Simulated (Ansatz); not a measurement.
# Dielectric function and optical constants of BaCa2As2 (model structure), part 2 of 3

Wanted: where BaCa2As2 (model structure) starts to absorb, how strongly, and its refractive index. The structure is a model built here, which may or may not match a known phase. It was built so: All Mg replaced by Ca and P replaced by As in the P-3m1 structure of BaMg2P2.

Ansatz 0.2.0; DFT, PBE, plane-wave PAW, default files, scalar-relativistic, independent-particle optical response without local fields.

So far: The starting structure; Relaxation. The relaxed cell has a = 4.890, c = 8.025 Å (conventional setting).

## Step 3: Ground state and bands

The self-consistent density comes first; it also tells whether there is a gap, which decides the occupations and the need for a Drude term.

This step: DFT, PBE, plane-wave PAW, default files, scalar-relativistic, ground state (Ansatz 0.2.0).

Input file input.yaml:

```yaml
crystal:
  lattice:
    - [4.8898083771, 0.0, 0.0]
    - [-2.4449041885, 4.2346982742, 0.0]
    - [0.0, 0.0, 8.025184443]
  atoms:
    - { symbol: Ba, position: [0.0, 0.0, 0.0] }
    - { symbol: As, position: [0.3333333333, 0.6666666667, 0.2556711994] }
    - { symbol: As, position: [0.6666666667, 0.3333333333, 0.7443288006] }
    - { symbol: Ca, position: [0.3333333333, 0.6666666667, 0.6377072594] }
    - { symbol: Ca, position: [0.6666666667, 0.3333333333, 0.3622927406] }
kpoints:
  mp_grid: { grid: [5, 5, 3] }
  band_path:
    path:
      - [[0.0, 0.0, 0.0], [0.5, 0.0, 0.0], [0.33333333, 0.33333333, 0.0], [0.0, 0.0, 0.0], [0.0, 0.0, 0.5], [0.5, 0.0, 0.5], [0.33333333, 0.33333333, 0.5], [0.0, 0.0, 0.5]]
      - [[0.5, 0.0, 0.5], [0.5, 0.0, 0.0]]
      - [[0.33333333, 0.33333333, 0.0], [0.33333333, 0.33333333, 0.5]]
    npoints: 6
scf:
  occupations: { method: fermi_dirac, width: 0.05 }
  n_extra_bands: 9
hamiltonian:
  xc: pbe
  pseudopotentials: { kind: paw }
output:
  forces: true
  stress: true
  populations: true
  write_bands: true
  write_density: true
  write_potential: true
  elf: true
  volumetric_format: npy
```

On the command line:

```
ansatz run input.yaml --threads 4 --pin off --max-ram 8192MiB --backend cpu --events-out ev --progress --plain --runs-dir out
```

Numbers of over 12 decimals in the logs are rounded to 6 here.

Log:

```text
[...]
Crystal: 5 atoms, lattice volume = 166.176 Å³
Basis set: ecut = 420 eV, 3261 PW (Γ), exchange–correlation on 72×72×108 points (8 copies of the dense FFT grid, shifted against one another)
Bands: 39, of which v1, the nominal top of the filled ones, is band 30 counted from 1 (29 counted from 0)
Symmetry: 12 space group operations
[...]
k-points: 12 of 75
[...]
SCF iter   1: F=—  HF=-19301.500182 eV  |F-HF|=—  |Δ(HF+E_count)|=         —  Δρ=1.04e-3  dr2=8.40e-3  ethr=1.77e-3  ⟨swp⟩=9.3  Hψ=2420  notcnv=0  defer=5
[...]
SCF iter   7: F=-19301.499267 eV  HF=-19301.499267 eV  |F-HF|=9.80e-9  |Δ(HF+E_count)|=   2.51e-7  Δρ=2.81e-6  dr2=3.43e-8  ethr=1.67e-10  ⟨swp⟩=14.2  Hψ=3747  notcnv=0
SCF 1 converged in 7 iterations: F = -19301.499267 eV  dr2 = 3.43e-8
[...]
NSCF: frozen V_eff on 57 k-points
SCF converged after 7 iterations
Free energy (F): -19301.499267 eV
[...]
Internal energy: -19301.499267 eV  (E = F + TS)
E sigma→0 (E₀):  -19301.499267 eV
Entropy (-TS):   -0.000000 eV (-0.000 meV/atom)
Fermi energy:    6.865938 eV
[...]
--- Forces (eV/Å), atoms counted from 1 ---
  atom   1  Ba    -0.00000000     0.00000000     0.00000000
  atom   2  As     0.00000000     0.00000000     0.00163082
  atom   3  As    -0.00000000    -0.00000000    -0.00163082
  atom   4  Ca     0.00000000     0.00000000    -0.00242268
  atom   5  Ca    -0.00000000    -0.00000000     0.00242268
  max |Σ_I F_I| component: 1.79e-17 eV/Å
--- Stress (GPa, compression-positive) ---
        0.015424       0.000000      -0.000000
        0.000000       0.015424      -0.000000
       -0.000000      -0.000000      -0.015543
  P = ⅓ Tr σ = 0.0051 GPa (0.051 kbar)
--- Band table (eV; the first three rows and the last of 12) ---
  k-point 0: bands = [... 26 lower, 5.5836, 5.8766, 5.8766, 6.0932, 7.9724, 8.6199, 8.6199, 9.2181, ... 5 higher]
  k-point 1: bands = [... 26 lower, 5.4958, 5.4958, 5.9829, 5.9829, 8.8619, 8.8619, 8.9158, 9.2502, ... 5 higher]
  k-point 2: bands = [... 26 lower, 5.3833, 5.6370, 5.8959, 5.9641, 8.2780, 8.7560, 8.8289, 9.2776, ... 5 higher]
  k-point 11: bands = [... 26 lower, 5.3823, 5.5794, 5.7152, 5.8288, 8.1440, 8.5905, 8.9808, 9.4180, ... 5 higher]
--- Löwdin populations: 5 sites ---
  site symbol       q [e]
     0     Ba      8.4630
     1     As     16.7911
     2     As     16.7911
     3     Ca      8.5410
     4     Ca      8.5410
  spilling = 0.014545 (of n_electrons = 60.000000)
```

Elapsed: 2.3 s, on 4 threads of Intel Xeon Platinum 8488C (Sapphire Rapids), shared host; peak memory 0.64 GiB.

Reading the cycles: dr2 is the Hartree energy of the density residual (eV), the measure of convergence; HF is the Harris–Foulkes estimate of the energy, which meets the free energy F at convergence.

This step gave:

| Property | Result |
| --- | --- |
| free energy | -19301.4993 eV |
| Fermi energy | 6.866 eV |
| gap by band count | 1.544 eV |
| electrons | 60 |
| symmetry operations | 12 |
| pressure | 0.005102 GPa |
| volume | 166.2 Å³ |
| gap on the path | 1.436 eV |
| least direct gap on the path | 1.512 eV |

There is a gap, 1.44 eV on the path, so no carriers' term is needed. The cell is left with a pressure of 0.0 GPa after its relaxation.

The electronic bands at the labelled points (eV, zero at the Fermi level; v1 is the highest filled band, c1 the lowest empty one):

```csv
point,v4,v3,v2,v1,c1,c2,c3,c4
Γ,-1.28,-0.99,-0.99,-0.77,1.11,1.75,1.75,2.35
halfway,-1.51,-1.22,-0.98,-0.95,1.24,2.00,2.06,2.63
M,-1.42,-1.21,-1.12,-0.85,0.66,2.13,2.38,2.63
halfway,-1.50,-1.19,-1.12,-1.07,1.00,1.92,2.51,2.56
K,-1.98,-1.12,-1.11,-1.11,1.23,2.15,2.15,2.30
halfway,-1.59,-1.21,-1.16,-0.93,1.52,1.56,2.13,2.71
Γ,-1.28,-0.99,-0.99,-0.77,1.11,1.75,1.75,2.35
halfway,-1.35,-1.25,-0.91,-0.91,1.76,1.90,1.90,2.30
A,-1.39,-1.39,-0.85,-0.85,2.15,2.15,2.21,2.58
halfway,-1.28,-1.26,-0.93,-0.90,1.38,1.80,2.15,2.91
L,-1.24,-1.19,-0.98,-0.86,1.13,1.52,2.17,2.77
halfway,-1.36,-1.29,-1.10,-1.05,1.42,1.48,2.09,2.68
H,-1.79,-1.40,-1.13,-1.13,1.46,1.88,1.88,2.61
halfway,-1.36,-1.15,-1.06,-0.90,1.43,1.73,2.01,3.11
A,-1.39,-1.39,-0.85,-0.85,2.15,2.15,2.21,2.58
jump to L,-1.24,-1.19,-0.98,-0.86,1.13,1.52,2.17,2.77
halfway,-1.20,-1.19,-1.15,-0.85,0.83,1.82,2.27,2.72
M,-1.42,-1.21,-1.12,-0.85,0.66,2.13,2.38,2.63
jump to K,-1.98,-1.12,-1.11,-1.11,1.23,2.15,2.15,2.30
halfway,-1.91,-1.25,-1.12,-1.12,1.34,2.00,2.00,2.40
H,-1.79,-1.40,-1.13,-1.13,1.46,1.88,1.88,2.61
```

Valence density in the ac plane at fractional y = 0.333, with atoms of As and Ca within 0.2 Å of it. It is the smooth field of the valence electrons, not physical close to the nuclei.

Ten steps, logarithmic in the rise over the least value, from '_' (0 e/Å³) to '@' (26 e/Å³), each cell a mean:
```
____________________________
____________________________
______________....::....____
____________..::--++==::..__
____________..--**%%##==::..
__________....==%%@@%%++::..
____________..--**##**--....
____________....::----::..__
______________..........____
__________________..________
__________________....______
______________..::--::..____
______________--++++++--..__
____________..==******==..__
____________..--++****==..__
______________::======::____
________________......______
____________________________
____________________________
____________________________
____________________________
____________________________
```
Atoms in or near the plane, at fractional coordinates: As at (0.67, 0.74), Ca at (0.67, 0.36).

ELF in the ac plane at fractional y = 0.333, with atoms of As and Ca within 0.2 Å of it. It is the smooth field of the valence electrons, not physical close to the nuclei.

Ten even steps from '0' (0.02) to '9' (0.85), each cell a mean:
```
02321013565310
01110136888741
10001378888874
31003788767887
51014887423788
51014886322688
40003787534788
20001688777887
10001478888885
00000255555553
00000111111111
12221002576300
25553017999820
36774128999940
57876127999831
78887314899512
78887510353104
66666520000014
33333320000012
11111000000000
01110000000000
12321000122100
```
Atoms in or near the plane, at fractional coordinates: As at (0.67, 0.74), Ca at (0.67, 0.36).

## Step 4: Spectrum

The spectrum is a sum over vertical transitions between filled and empty bands at the fixed density, so many empty bands are needed.

This step: DFT, PBE, plane-wave PAW, default files, scalar-relativistic, independent-particle optical response without local fields (Ansatz 0.2.0).

input.yaml, the sections that differ from step 3:

```yaml
kpoints:
  mp_grid: { grid: [5, 5, 3] }
scf:
  occupations: { method: fixed }
output:
  optics:
    e_range: [0, 22]
    de: 0.05
    sigma: 0.15
    nscf_kmesh: { grid: [9, 9, 4] }
    bands: { spectra_wanted_up_to: 22 }
# crystal, hamiltonian: as in step 3
```

Log:

```text
[...]
Crystal: 5 atoms, lattice volume = 166.176 Å³
Basis set: ecut = 420 eV, 3261 PW (Γ)
Bands: 36, of which v1, the nominal top of the filled ones, is band 30 counted from 1 (29 counted from 0)
Symmetry: 12 space group operations
[...]
k-points: 12 of 75
[...]
SCF iter   1: F=—  HF=-19301.500509 eV  |F-HF|=—  |Δ(HF+E_count)|=         —  Δρ=1.06e-3  dr2=1.01e-2  ethr=1.77e-3  ⟨swp⟩=5.1  Hψ=1535  notcnv=0  defer=42
[...]
SCF iter  10: F=-19301.499296 eV  HF=-19301.499296 eV  |F-HF|=3.64e-12  |Δ(HF+E_count)|=  4.37e-11  Δρ=2.81e-8  dr2=2.48e-12  ethr=1.00e-12  ⟨swp⟩=12.8  Hψ=2236  notcnv=0
SCF 1 converged in 10 iterations: F = -19301.499296 eV  dr2 = 2.48e-12
[...]
output.optics: what the bands over the 117 summed would add to eps1, eps2 and the energy-loss function is held between a lower and an upper bound (5 Lanczos steps). eps1, eps2 and their loss function (loss_summed_bands) are given on every row as the summed bands alone make them. Along an axis, on a row where the two bounds hold the loss function to about 1 % of the greater of itself and 0.5 % of |1/eps|, its cell (loss_completed) is given, with the completed eps1 and eps2 that it is formed of (a cell that is left empty reads nan in the table and null in the record). The two bounds hold it so along every axis on all 441 rows up to 22.000 eV. [rest of the remark cut]
SCF converged after 10 iterations
Free energy (F): -19301.499296 eV
[...]
Internal energy: -19301.499296 eV  (E = F + TS)
E sigma→0 (E₀):  -19301.499296 eV
Fermi energy:    6.093229 eV
[...]
--- Band table (eV; the first three rows and the last of 12) ---
  k-point 0: bands = [... 26 lower, 5.5836, 5.8766, 5.8766, 6.0932, 7.9724, 8.6199, 8.6199, 9.2181, ... 2 higher]
  k-point 1: bands = [... 26 lower, 5.4958, 5.4958, 5.9829, 5.9829, 8.8619, 8.8619, 8.9157, 9.2502, ... 2 higher]
  k-point 2: bands = [... 26 lower, 5.3833, 5.6370, 5.8959, 5.9641, 8.2780, 8.7560, 8.8289, 9.2775, ... 2 higher]
  k-point 11: bands = [... 26 lower, 5.3823, 5.5794, 5.7152, 5.8288, 8.1439, 8.5905, 8.9807, 9.4180, ... 2 higher]
```

Wall time 78 s (4 threads); peak memory 2.7 GiB.

Read-outs, printed or worked out from the files:

```
electronic dielectric constant ε∞, mean over x, y and z (by symmetry where fewer were run)                                                          : 8.229
absorption onset, first axis (α over 10⁴ cm⁻¹, or the direct gap if that lies higher)                                                               : 1.553 eV
main peak of Im epsilon, first axis                                                                                                                 : 3.908 eV
centre of weight of the strongest loss peak in the window                                                                                           : 18.74 eV
photocurrent from vertical transitions in a film 500 nm thick on a perfect mirror (two passes), AM1.5G, no front reflection, all carriers collected : 27.11 mA/cm²
least direct gap on the mesh                                                                                                                        : 1.553 eV
bands summed                                                                                                                                        : 117
spectra valid up to                                                                                                                                 : 28.02 eV
program's estimate of the k-sum error in Im epsilon                                                                                                 : 0.08 %
electrons in the f-sum                                                                                                                              : 35.77
```

The Im ε has structure finer than the step of the table below, so its rows give means over 1 eV, whole bins alone (the curve runs from 0 to 22 eV). Peaks (eV: height): E ∥ x or y 3.2: 9.05, 3.9: 10.3, 5.4: 8.90, 17.6: 1.76; E ∥ z 3.0: 16.1, 4.0: 10.0.

The Im ε by photon energy; means over each step:

```csv
photon energy (eV),E ∥ x or y,E ∥ z
1,0.0765,6.1e-4
2,4.42,3.78
3,8.05,13.1
4,9.24,8.58
5,8.21,5.89
6,5.26,3.90
7,2.34,2.37
8,1.63,2.36
9,0.949,1.10
10,1.19,1.06
11,0.683,0.659
12,0.560,0.691
13,0.433,0.444
14,0.729,0.556
15,0.815,0.864
16,0.564,0.906
17,1.03,0.848
18,1.04,0.759
19,0.451,0.544
20,0.377,0.446
21,0.201,0.165
```

The Re ε by photon energy:

```csv
photon energy (eV),E ∥ x or y,E ∥ z
0,8.13,8.42
1,9.03,9.22
2,11.2,15.3
3,7.56,6.79
4,3.33,1.20
5,0.628,-0.557
6,-3.87,-1.97
7,-2.50,-1.23
8,-0.837,-1.02
9,-0.418,-0.388
10,0.213,0.171
11,0.0813,0.135
12,0.314,0.396
13,0.573,0.459
14,1.12,1.10
15,0.399,0.852
16,0.928,1.00
17,1.21,0.606
18,-0.0395,0.188
19,0.193,0.399
20,0.651,0.536
21,0.581,0.659
22,0.860,0.938
```

The reflectivity at normal incidence has structure finer than the step of the table below, so its rows give means over 0.5 eV, whole bins alone (the curve runs from 0 to 22 eV). Peaks (eV: height): E ∥ x or y 6.05: 54.3, 7.15: 55.5, 10.60: 26.2, 15.15: 10.1, 17.90: 19.7; E ∥ z 3.25: 46.6, 4.20: 42.0, 6.00: 42.3, 6.65: 38.2, 8.65: 40.0, 10.40: 25.0, 18.00: 12.3.

The reflectivity at normal incidence by photon energy; means over each step:

```csv
photon energy (eV),E ∥ x or y (%),E ∥ z (%)
0.5,23.6,24.2
1.0,25.2,25.5
1.5,29.5,28.7
2.0,31.4,35.3
2.5,32.0,38.5
3.0,33.8,45.0
3.5,33.0,39.4
4.0,37.1,39.4
4.5,36.2,39.2
5.0,36.6,37.8
5.5,43.8,37.0
6.0,52.0,38.4
6.5,45.1,35.4
7.0,50.4,35.4
7.5,38.3,22.6
8.0,33.9,33.5
8.5,35.2,38.8
9.0,30.7,29.4
9.5,14.6,21.0
10.0,15.4,16.4
10.5,24.7,23.0
11.0,16.6,13.7
11.5,10.7,8.18
12.0,8.38,7.84
12.5,5.03,7.57
13.0,3.21,4.87
13.5,1.28,1.45
14.0,2.87,1.81
14.5,5.36,3.16
15.0,8.95,5.43
15.5,3.08,3.67
16.0,2.02,3.91
16.5,2.68,8.34
17.0,4.24,5.24
17.5,11.2,6.04
18.0,16.8,9.44
18.5,9.92,5.28
19.0,10.8,5.67
19.5,3.87,4.63
20.0,2.43,4.20
20.5,4.21,4.32
21.0,2.17,1.36
21.5,0.681,0.446
```

The refractive index n and extinction k by photon energy:

```csv
photon energy (eV),"n, E ∥ x or y","k, E ∥ x or y","n, E ∥ z","k, E ∥ z"
0,2.85,0,2.90,0
1,3.00,0,3.04,0
2,3.41,0.664,3.94,0.421
3,3.07,1.37,3.48,2.31
4,2.64,1.91,2.38,2.11
5,2.04,1.88,1.70,1.85
6,1.08,2.25,1.04,1.75
7,0.720,1.74,0.820,1.38
8,0.718,1.16,0.893,1.35
9,0.482,0.807,0.564,0.840
10,0.878,0.747,0.824,0.712
11,0.609,0.538,0.612,0.490
12,0.703,0.424,0.773,0.449
13,0.807,0.278,0.744,0.307
14,1.11,0.341,1.08,0.271
15,0.850,0.570,1.05,0.502
16,1.01,0.302,1.09,0.420
17,1.18,0.420,0.888,0.427
18,0.625,0.656,0.702,0.552
19,0.568,0.359,0.722,0.349
20,0.835,0.215,0.780,0.268
21,0.770,0.106,0.815,0.0773
22,0.932,0.0934,0.975,0.111
```

The loss function −Im 1/ε at q → 0 has structure finer than the step of the table below, so its rows give means over 0.5 eV, whole bins alone (the curve runs from 0 to 22 eV). Peaks (eV: height): E ∥ x or y 9.20: 1.22, 10.90: 1.56, 15.25: 1.40, 19.00: 2.00, 20.45: 1.08; E ∥ z 9.80: 1.09, 11.00: 1.59, 16.70: 0.975, 18.05: 1.36, 19.00: 1.22, 19.65: 1.17, 20.35: 1.23.

Loss function −Im 1/ε at q → 0 against energy loss; means over each step:

```csv
energy loss (eV),E ∥ x or y,E ∥ z
1.0,8.5e-6,0
1.5,0.00920,3.9e-4
2.0,0.0317,0.0142
2.5,0.0479,0.0341
3.0,0.0642,0.0537
3.5,0.0797,0.106
4.0,0.0894,0.103
4.5,0.114,0.141
5.0,0.126,0.159
5.5,0.115,0.202
6.0,0.135,0.230
6.5,0.213,0.269
7.0,0.220,0.369
7.5,0.432,0.437
8.0,0.472,0.349
8.5,0.552,0.449
9.0,0.967,0.839
9.5,1.04,0.930
10.0,0.763,0.891
10.5,0.975,1.13
11.0,1.49,1.51
11.5,1.43,1.14
12.0,1.30,1.10
12.5,1.06,1.19
13.0,0.806,1.04
13.5,0.440,0.497
14.0,0.426,0.380
14.5,0.580,0.495
15.0,0.939,0.605
15.5,0.746,0.661
16.0,0.471,0.502
16.5,0.468,0.723
17.0,0.419,0.807
17.5,0.507,0.741
18.0,1.13,1.09
18.5,1.32,0.996
19.0,1.70,1.07
19.5,0.910,0.928
20.0,0.687,0.969
20.5,0.964,0.938
21.0,0.497,0.332
21.5,0.248,0.236
```

At chosen wavelengths:

```csv
wavelength (nm),n xy,k xy,R (%) xy,1/α xy,n z,k z,R (%) z,1/α z
1550,2.94,0.000,24.3,over 1 mm,2.98,0.000,24.8,over 1 mm
800,3.45,0.228,30.5,280 nm,3.33,0.004,28.9,17 µm
633,3.41,0.628,31.2,80 nm,3.89,0.329,35.3,153 nm
532,3.30,0.931,31.9,45 nm,3.80,1.028,37.0,41 nm
405,3.05,1.386,33.4,23 nm,3.32,2.411,45.7,13 nm
365,2.75,1.471,32.2,20 nm,2.21,2.360,44.3,12 nm
248,2.04,1.877,36.1,11 nm,1.70,1.852,36.6,11 nm
```

Rows near the edge hang on the gap, which this functional as a rule makes too small, and phonon-assisted absorption is left out.

In reflection the computed colour is grey: x = 0.307, y = 0.320, luminous reflectivity 34 %.

At 1064 nm the birefringence n(z) − n(x) is +0.012: the crystal is uniaxial positive at this level.

The first strong peak, at 3.23 eV, fits the third-highest filled and the second-lowest empty band, which run nearly parallel at that distance over 100 % of K–H; the match rests on energies alone.

The f-sum over the summed bands holds 35.8 of the cell's 60 electrons outside the frozen cores, 44 of which lie in bands more than 12 eV below the Fermi level, whose transitions come at higher energies. Up to 22 eV the strength has a mean oscillator energy of 5.2 eV, well above the main peak, so higher transitions carry much of it.

(Continued in part 3 of 3.)

[Logs are printed without paths, hosts, clocks, repeated set-up lines and the standing remarks that a program may print on its own settings, such as how far it seeks lower states.]

[Hosts, paths, dates, database ids (printed as entryN), source tags and the programs' standing remarks are cut or masked in the printed files.]
